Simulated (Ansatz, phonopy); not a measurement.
# How CeO2 (Fm-3m) expands on warming, part 2 of 2

Aim: the lattice, expansion, heat capacity and bulk modulus of CeO2 as it warms.

Ansatz 0.2.0; DFT PBEsol, scalar-relativistic, plane waves, PAW.

So far. Step 2 (A first coarse run): The start is under -0.98 GPa at this level and looks like an insulator or semiconductor on this mesh. Step 4 (Relaxing to small residual forces and stress): The residual pressure is -0.0013 GPa, small enough for phonons.

## Step 5: Phonons on strained cells

Thermal expansion follows from how the free energy of the vibrations (and of the electrons in a metal) changes with strain, so the program makes strained cells, their phonons and a fit in one run.

File input.yaml:

```yaml
crystal:
  lattice:
    - [0.0, 2.6990173389, 2.6990173389]
    - [2.6990173389, 0.0, 2.6990173389]
    - [2.6990173389, 2.6990173389, 0.0]
  atoms:
    - { symbol: Ce, position: [0.0, 0.0, 0.0] }
    - { symbol: O, position: [0.25, 0.25, 0.25] }
    - { symbol: O, position: [0.75, 0.75, 0.75] }
kpoints:
  mp_grid: { grid: [12, 12, 12] }
hamiltonian:
  xc: pbesol
scf:
  occupations: { method: fixed }
output:
  eigenvalues: true
phonons:
  method: fd
  qmesh: [2, 2, 2]
  temperatures: { t_max: 1200.0, t_step: 50 }
  thermal_expansion: {}
```

On the command line:

```sh
ansatz run input.yaml --threads 4 --pin off --max-ram 16384MiB --backend cpu --events-out ev --progress --plain --runs-dir out
```

Numbers of over 12 decimals in the logs are rounded to 6 here.

Log:

```text
Warning: phonons: the dynamical matrix that this run interpolates holds no multipole term above the dipole-dipole one, and a site of this crystal is no centre of inversion, so its interpolated transverse optical and acoustic branches and sound speeds can stay off near Gamma, and the density of states and the thermodynamics with them. What a run solves at a wave vector of phonons.qpoints, Gamma apart, where the deck admits one, is free of this, and under fd what a larger phonons.supercell samples
[...]
Crystal: 3 atoms, lattice volume = 39.323 Å³
Basis set: ecut = 487.2 eV, 941 PW (Γ), exchange–correlation on 60×60×60 points (8 copies of the dense FFT grid, shifted against one another)
Bands: 16, of which v1, the nominal top of the filled ones, is band 12 counted from 1 (11 counted from 0)
Symmetry: 48 space group operations
[...]
k-points: 72 of 1728
[...]
SCF iter   1: F=—  HF=-7611.958083 eV  |F-HF|=—  |Δ(HF+E_count)|=         —  Δρ=2.05e-2  dr2=1.55e-1  ethr=1.77e-3  ⟨swp⟩=3.3  Hψ=5163  notcnv=0  defer=4
[...]
SCF iter  12: F=-7611.936777 eV  HF=-7611.936777 eV  |F-HF|=2.73e-12  |Δ(HF+E_count)|=  1.55e-11  Δρ=9.34e-8  dr2=1.78e-12  ethr=1.00e-12  ⟨swp⟩=7.0  Hψ=6231  notcnv=0
SCF 1 converged in 12 iterations: F = -7611.936777 eV  dr2 = 1.78e-12
[...]
relax step   1: F+E_penalty+E_count = -7611.93677682 eV  Δ(F+E_penalty+E_count) = +0.000e0 eV  max|allowed force component| = 1.234e-17 eV/Å  Δτ_max = 0.0000 Å  (12 SCF iters, accepted)
SCF converged after 12 iterations
Free energy (F): -7611.936777 eV
[...]
Internal energy: -7611.936777 eV  (E = F + TS)
E sigma→0 (E₀):  -7611.936777 eV
Fermi energy:    11.181979 eV
[...]
--- Stress (GPa, compression-positive) ---
       -0.020206       0.000000       0.000000
       -0.000000      -0.020206      -0.000000
        0.000000      -0.000000      -0.020206
  P = ⅓ Tr σ = -0.0202 GPa (-0.202 kbar)
--- Band table (eV; the first three rows and the last of 72) ---
  k-point 0: bands = [... 8 lower, 7.1984, 10.5391, 10.5391, 10.5391, 13.5090, 13.5090, 13.5090, 13.7875]
  k-point 1: bands = [... 8 lower, 7.3859, 10.4690, 10.5109, 10.5109, 13.5019, 13.5019, 13.5096, 13.7963]
  k-point 2: bands = [... 8 lower, 7.8911, 10.3034, 10.4420, 10.4420, 13.4789, 13.4789, 13.5114, 13.8176]
  k-point 71: bands = [... 8 lower, 10.0933, 10.0933, 10.4206, 10.4736, 13.2513, 13.3805, 13.3805, 13.6263]
── thermal expansion: 3 new cells, 3 in all ──
thermal expansion: relaxation of cell 2
thermal expansion: relaxation of cell 3
── thermal expansion: 2 new cells, 5 in all ──
thermal expansion: relaxation of cell 4
thermal expansion: lower-state search of cell 4
thermal expansion: phonons of cell 4
thermal expansion: relaxation of cell 5
thermal expansion: phonons of cell 5
── thermal expansion: 6 new cells, 11 in all ──
thermal expansion: relaxation of cell 6
thermal expansion: relaxation of cell 7
thermal expansion: relaxation of cell 8
thermal expansion: relaxation of cell 9
thermal expansion: relaxation of cell 10
thermal expansion: relaxation of cell 11
thermal expansion: phonons of cell 6
thermal expansion: phonons of cell 7
thermal expansion: phonons of cell 8
WARN: thermal expansion: narrow_supercell: the supercell is narrow for a crystal that has a band gap and may be polar, so the expansion can be far off: type phonons.supercell or phonons.qmesh [3, 3, 3] or more in a new run
--- Relaxed structure (1 steps of the walk, 1 accepted, 0 SCFs on fresh bases) ---
  F+E_penalty+E_count = -7611.93677682 eV   max|allowed force component| = 1.234e-17 eV/Å
  atoms:
    - { symbol: Ce, position: [0.0, 0.0, 0.0] }
    - { symbol: O, position: [0.25, 0.25, 0.25] }
    - { symbol: O, position: [0.750000, 0.750000, 0.750000] }
--- Thermal expansion: 11 cells in 3 rounds, 0 GPa ---
  no lower state was reached at cell 4
  without vibrations: a 3.81685, b 3.81685, c 3.81685 Å, V 39.3188 Å³, B 192.20 GPa
  at 0 K: a 3.82559, b 3.82559, c 3.82559 Å, V 39.5896 Å³, B 187.46 GPa
  zero-point expansion: a +0.229, b +0.229, c +0.229, V +0.689 %
      T/K        a/Å        b/Å        c/Å       V/Å³ | expansion of a, b, c, V (1e-6/K)   | that of V in the mean from 25 °C | C_P, C_V (J/mol K of the cell) | B_T, B_S (GPa)
     0.00    3.82559    3.82559    3.82559    39.5896 |    0.00    0.00    0.00    0.00 |   19.42 |     0.000     0.000 |   187.46   187.46
   150.00    3.82752    3.82752    3.82752    39.6494 |    7.54    7.54    7.54   22.61 |   28.95 |    41.737    41.399 |   184.34   185.84
   298.15    3.83301    3.83301    3.83301    39.8202 |   11.17   11.17   11.17   33.51 |       - |    63.676    62.252 |   177.41   181.47
   400.00    3.83762    3.83762    3.83762    39.9643 |   12.41   12.41   12.41   37.23 |   35.54 |    69.658    67.364 |   171.93   177.78
   550.00    3.84520    3.84520    3.84520    40.2014 |   13.85   13.85   13.85   41.56 |   38.01 |    74.516    70.767 |   162.95   171.58
   700.00    3.85362    3.85362    3.85362    40.4661 |   15.34   15.34   15.34   46.02 |   40.36 |    77.847    72.325 |   152.84   164.50
   850.00    3.86300    3.86300    3.86300    40.7623 |   17.15   17.15   17.15   51.45 |   42.87 |    80.965    73.155 |   141.41   156.50
  1000.00    3.87361    3.87361    3.87361    41.0992 |   19.57   19.57   19.57   58.70 |   45.76 |    84.597    73.647 |   128.39   147.47
  1150.00    3.88595    3.88595    3.88595    41.4933 |   23.09   23.09   23.09   69.28 |   49.32 |    89.590    73.962 |   113.31   137.25
  1200.00    3.89059    3.89059    3.89059    41.6420 |   24.68   24.68   24.68   74.03 |   50.73 |    91.803    74.042 |   107.70   133.54
  the static fit leaves 0.001 meV an atom of the energies and, of the stresses, 0.000 GPa of each cell's largest along a strain (root mean squares over the cells), whose Pulay part it has at -0.020 GPa
  vibrations' free energy: its fit leaves 0.0053 meV an atom at the most
  the electrons' free energy at temperature is not in it: every band gap is over 1.24 eV
  free energies summed between the sampled wave vectors
  estimated error of the fitted expansion in any direction: up to 1.748e-6/K, at 1200 K (an estimate, not a bound: it was exceeded on models of known expansion)
  by sums over the sampled wave vectors an expansion of the volume parts by up to 23.66e-6/K
  by a static energy of one degree less an expansion of the volume parts by up to 0.10e-6/K
  band gaps on the cells' k-points are 1.743 to 2.080 eV
  narrow_supercell: the supercell is narrow for a crystal that has a band gap and may be polar, so the expansion can be far off: type phonons.supercell or phonons.qmesh [3, 3, 3] or more in a new run
```

It took 12 min on 4 threads of Arm Neoverse V2, shared host; peak memory 1.1 GiB; 48 min of CPU time.

Numbers from this step:

* pressure: -0.02021 GPa
* volume expansion coefficient at 298 K: 33.51 1e-6/K
* C_P at 298 K: 21.23 J/mol-atom/K
* entropy at 298 K: 21.75 J/mol-atom/K
* isothermal bulk modulus at 298 K: 177.4 GPa
* Grüneisen parameter at 298 K: 2.290
* volume at 298 K: 13.27 Å³/atom
* principal linear expansion coefficients at 298 K: 11.17, 11.17, 11.17 1e-6/K

Strained cells of the study; zero-point energy where phonons were solved; the pressures are stresses at a fixed cutoff and can carry an offset from the finite basis. Expansion cells, by row:

```tsv
cell	|a| (Å)	|b| (Å)	|c| (Å)	V (Å³/atom)	E - E_lowest (meV/atom)	pressure, compression positive (GPa)	gap (eV)	zero-point energy (meV/atom)
1	3.817	3.817	3.817	13.11	0	-0.04	1.994	-
2	3.848	3.848	3.848	13.42	4.445	-4.394	1.925	-
3	3.787	3.787	3.787	12.8	4.539	4.801	2.063	-
4	3.817	3.817	3.817	13.11	0	-0.064	1.994	55.81
5	3.836	3.836	3.836	13.31	1.793	-2.843	1.95	54.2
6	3.858	3.858	3.858	13.53	7.918	-5.773	1.902	52.38
7	3.879	3.879	3.879	13.75	17.5	-8.327	1.856	50.65
8	3.899	3.899	3.899	13.97	30.64	-10.69	1.81	48.9
9	3.779	3.779	3.779	12.72	7.101	6.074	2.08	-
10	3.798	3.798	3.798	12.91	1.727	2.905	2.037	-
11	3.93	3.93	3.93	14.31	56.64	-13.91	1.743	-
```

Quasi-harmonic; a, b, c are the run's own cell vectors. Expansion, by row:

```tsv
T (K)	a (Å)	b (Å)	c (Å)	alpha (deg)	beta (deg)	gamma (deg)	cell volume (Å³/cell)	alpha_a (1e-6/K)	alpha_b (1e-6/K)	alpha_c (1e-6/K)	alpha_V (1e-6/K)	C_P (J/mol-atom/K)	C_V (J/mol-atom/K)	S (J/mol-atom/K)	B_T (GPa)	B_S (GPa)	Grueneisen	extrapolation	fit error (1e-6/K)
0	3.826	3.826	3.826	60	60	60	39.59	0	0	0	0	0	0	0	187.5	187.5	-	0	0
50	3.826	3.826	3.826	60	60	60	39.59	1.54	1.54	1.54	4.61	2.813	2.812	1.039	187.3	187.4	2.441	0	0.01
100	3.826	3.826	3.826	60	60	60	39.61	4.99	4.99	4.99	14.96	8.913	8.88	4.877	186.2	186.9	2.494	0	0.01
150	3.828	3.828	3.828	60	60	60	39.65	7.54	7.54	7.54	22.61	13.91	13.8	9.489	184.3	185.8	2.404	0	0.02
200	3.829	3.829	3.829	60	60	60	39.7	9.22	9.22	9.22	27.66	17.38	17.16	14	182.2	184.5	2.34	0	0.04
250	3.831	3.831	3.831	60	60	60	39.76	10.36	10.36	10.36	31.09	19.7	19.35	18.14	179.8	183.1	2.306	0	0.06
298.1	3.833	3.833	3.833	60	60	60	39.82	11.17	11.17	11.17	33.51	21.23	20.75	21.75	177.4	181.5	2.29	0	0.07
300	3.833	3.833	3.833	60	60	60	39.82	11.2	11.2	11.2	33.59	21.27	20.79	21.88	177.3	181.4	2.29	0	0.07
350	3.835	3.835	3.835	60	60	60	39.89	11.85	11.85	11.85	35.56	22.39	21.77	25.25	174.7	179.7	2.285	0	0.07
400	3.838	3.838	3.838	60	60	60	39.96	12.41	12.41	12.41	37.23	23.22	22.45	28.3	171.9	177.8	2.287	0	0.06
450	3.84	3.84	3.84	60	60	60	40.04	12.91	12.91	12.91	38.73	23.86	22.95	31.07	169.1	175.8	2.294	0	0.05
500	3.843	3.843	3.843	60	60	60	40.12	13.39	13.39	13.39	40.16	24.39	23.31	33.61	166.1	173.8	2.304	0	0.04
550	3.845	3.845	3.845	60	60	60	40.2	13.85	13.85	13.85	41.56	24.84	23.59	35.96	162.9	171.6	2.317	0	0.03
600	3.848	3.848	3.848	60	60	60	40.29	14.33	14.33	14.33	42.99	25.24	23.8	38.14	159.7	169.3	2.333	0	0.05
650	3.851	3.851	3.851	60	60	60	40.37	14.82	14.82	14.82	44.47	25.6	23.97	40.17	156.3	167	2.35	0	0.08
700	3.854	3.854	3.854	60	60	60	40.47	15.34	15.34	15.34	46.02	25.95	24.11	42.08	152.8	164.5	2.37	0	0.12
750	3.857	3.857	3.857	60	60	60	40.56	15.9	15.9	15.9	47.69	26.29	24.22	43.88	149.2	161.9	2.392	0	0.17
800	3.86	3.86	3.86	60	60	60	40.66	16.49	16.49	16.49	49.48	26.63	24.31	45.59	145.4	159.3	2.415	0	0.21
850	3.863	3.863	3.863	60	60	60	40.76	17.15	17.15	17.15	51.45	26.99	24.39	47.22	141.4	156.5	2.441	0	0.25
900	3.866	3.866	3.866	60	60	60	40.87	17.87	17.87	17.87	53.61	27.36	24.45	48.77	137.3	153.6	2.469	0	0.28
950	3.87	3.87	3.87	60	60	60	40.98	18.67	18.67	18.67	56.01	27.76	24.5	50.26	132.9	150.6	2.5	0	0.27
1000	3.874	3.874	3.874	60	60	60	41.1	19.57	19.57	19.57	58.7	28.2	24.55	51.7	128.4	147.5	2.533	0	0.22
1050	3.877	3.877	3.877	60	60	60	41.22	20.58	20.58	20.58	61.75	28.68	24.59	53.08	123.6	144.2	2.569	0	0.11
1100	3.882	3.882	3.882	60	60	60	41.35	21.75	21.75	21.75	65.24	29.23	24.62	54.43	118.6	140.8	2.609	0	0.25
1150	3.886	3.886	3.886	60	60	60	41.49	23.09	23.09	23.09	69.28	29.86	24.65	55.74	113.3	137.2	2.652	0	0.78
1200	3.891	3.891	3.891	60	60	60	41.64	24.68	24.68	24.68	74.03	30.6	24.68	57.03	107.7	133.5	2.7	0	1.75
```

Expansion coefficient against temperature; values in 1e-6/K:

```tsv
temperature (K)	volume	principal 1
0	0	0
50	4.61	1.54
100	15.0	4.99
200	27.7	9.22
250	31.1	10.4
298	33.5	11.2
300	33.6	11.2
350	35.6	11.8
450	38.7	12.9
500	40.2	13.4
550	41.6	13.8
600	43.0	14.3
650	44.5	14.8
700	46.0	15.3
800	49.5	16.5
850	51.5	17.1
900	53.6	17.9
950	56.0	18.7
1000	58.7	19.6
1100	65.2	21.8
1150	69.3	23.1
1200	74.0	24.7
```

At 298 K the volume expansion is 33.5 × 10⁻⁶/K and B_T is 177 GPa. The log warns that this q-mesh is too narrow, so the figure can be far off. The program raised the cutoff to 487.2 eV by itself: with no cutoff typed, the study takes about 1.16 times the default for its relaxations and scales it with the volume for the phonons.

## Step 6: Quasi-harmonic fit by phonopy

This step: DFT PBEsol, scalar-relativistic, plane waves, PAW (phonopy 4.10.0).

This step gave:

```yaml
volume_expansion_coefficient_at_300_k: 33.49 1e-6/K
isothermal_bulk_modulus_at_300_k: 177.4 GPa
c_p_at_300_k: 21.30 J/mol-atom/K
grueneisen_parameter_at_300_k: 2.283
```

Energy (each curve on its own zero) against volume; values in meV/atom:

```tsv
volume (Å³/atom)	static	F at 0 K	F at 300 K	F at 1200 K
13.109	0	3.42	6.52	23.1
13.307	1.79	3.61	5.4	14.7
13.535	7.92	7.91	8.07	8.59
13.752	17.5	15.8	14.2	5.83
13.974	30.6	27.1	23.6	5.62
```

Phonopy-qha, vinet fit of F(V) at each temperature. Qha vinet, by row:

```tsv
T (K)	fitted volume (Å³/atom)	alpha_V (1e-6/K)	B_T (GPa)	C_P (J/mol-atom/K)	Grueneisen
100	13.2	14.47	186.2	8.687	2.413
150	13.22	22.18	184.4	13.8	2.358
200	13.23	27.39	182.2	17.35	2.318
250	13.25	30.93	179.9	19.7	2.294
300	13.27	33.49	177.4	21.3	2.283
350	13.3	35.49	174.7	22.42	2.281
400	13.32	37.19	171.9	23.25	2.284
450	13.35	38.71	169.1	23.89	2.292
500	13.37	40.15	166.1	24.42	2.303
550	13.4	41.57	162.9	24.86	2.317
600	13.43	43.01	159.7	25.26	2.333
650	13.46	44.5	156.2	25.62	2.351
700	13.49	46.07	152.7	25.97	2.371
750	13.52	47.76	149	26.31	2.393
800	13.55	49.57	145.2	26.65	2.417
850	13.59	51.55	141.2	27.01	2.443
900	13.62	53.72	137.1	27.38	2.472
950	13.66	56.13	132.8	27.78	2.503
1000	13.7	58.8	128.4	28.22	2.537
1050	13.74	61.8	123.7	28.7	2.573
1100	13.78	65.19	118.9	29.24	2.613
1150	13.83	69.05	113.9	29.85	2.657
```

The volume expansion coefficient by temperature; values in 1e-6/K:

```tsv
temperature (K)	phonopy-qha, Vinet	Ansatz's own study
100	14.5	15.0
150	22.2	22.6
200	27.4	27.7
250	30.9	31.1
300	33.5	33.6
350	35.5	35.6
400	37.2	37.2
450	38.7	38.7
500	40.1	40.2
550	41.6	41.6
600	43.0	43.0
650	44.5	44.5
700	46.1	46.0
750	47.8	47.7
800	49.6	49.5
850	51.5	51.5
900	53.7	53.6
950	56.1	56.0
1000	58.8	58.7
1050	61.8	61.8
1100	65.2	65.2
1150	69.0	69.3
```

The fit gives a volume expansion of 33.5 × 10⁻⁶/K at 300 K, against 33.5 at 298 K from the study itself, whose static fit uses more cells.

## Step 7: Outcome

```yaml
settings_of_these_figures: PBEsol, 487.2 eV, k 12×12×12, q 2×2×2
volume_expansion_coefficient_at_298_k: 33.51 1e-6/K
c_p_at_298_k: 21.23 J/mol-atom/K
entropy_at_298_k: 21.75 J/mol-atom/K
isothermal_bulk_modulus_at_298_k: 177.4 GPa
grueneisen_parameter_at_298_k: 2.290
volume_at_298_k: 13.27 Å³/atom
principal_linear_expansion_coefficients_at_298_k: 11.17, 11.17, 11.17 1e-6/K
```

**Reading.** Near room temperature CeO2 expands by 33.5 × 10⁻⁶/K in volume by PBEsol, with C_P = 21.2 J/(mol K) per mole of atoms and B_T = 177 GPa. The q-mesh is coarse, and the expansion can converge slowly with it. Between 298.15 and 1200 K the bulk modulus falls by 39 % and the Grüneisen parameter grows; in this range the quasi-harmonic approximation, which lacks anharmonicity at fixed volume, tends to overshoot. C_P at room temperature is 85 % of the classical 3R an atom, so the stiffest modes are still partly frozen out. The program warned that the q-mesh is narrow for a crystal with a gap, so the expansion can be far off. The interpolation has no quadrupole term, so branches near the zone centre are less sure, since this crystal has sites that are not centres of inversion. The PAW files were made for PBE and are used here under another functional, for which the program regenerates the frozen cores.

[Logs are printed without paths, hosts, clocks, repeated set-up lines and the standing remarks that a program may print on its own settings, such as how far it seeks lower states.]

[Hosts, paths, dates, database ids (printed as entryN), source tags and the programs' standing remarks are cut or masked in the printed files.]

[A step with changed settings may run another functional than the one named; its input shows which.]
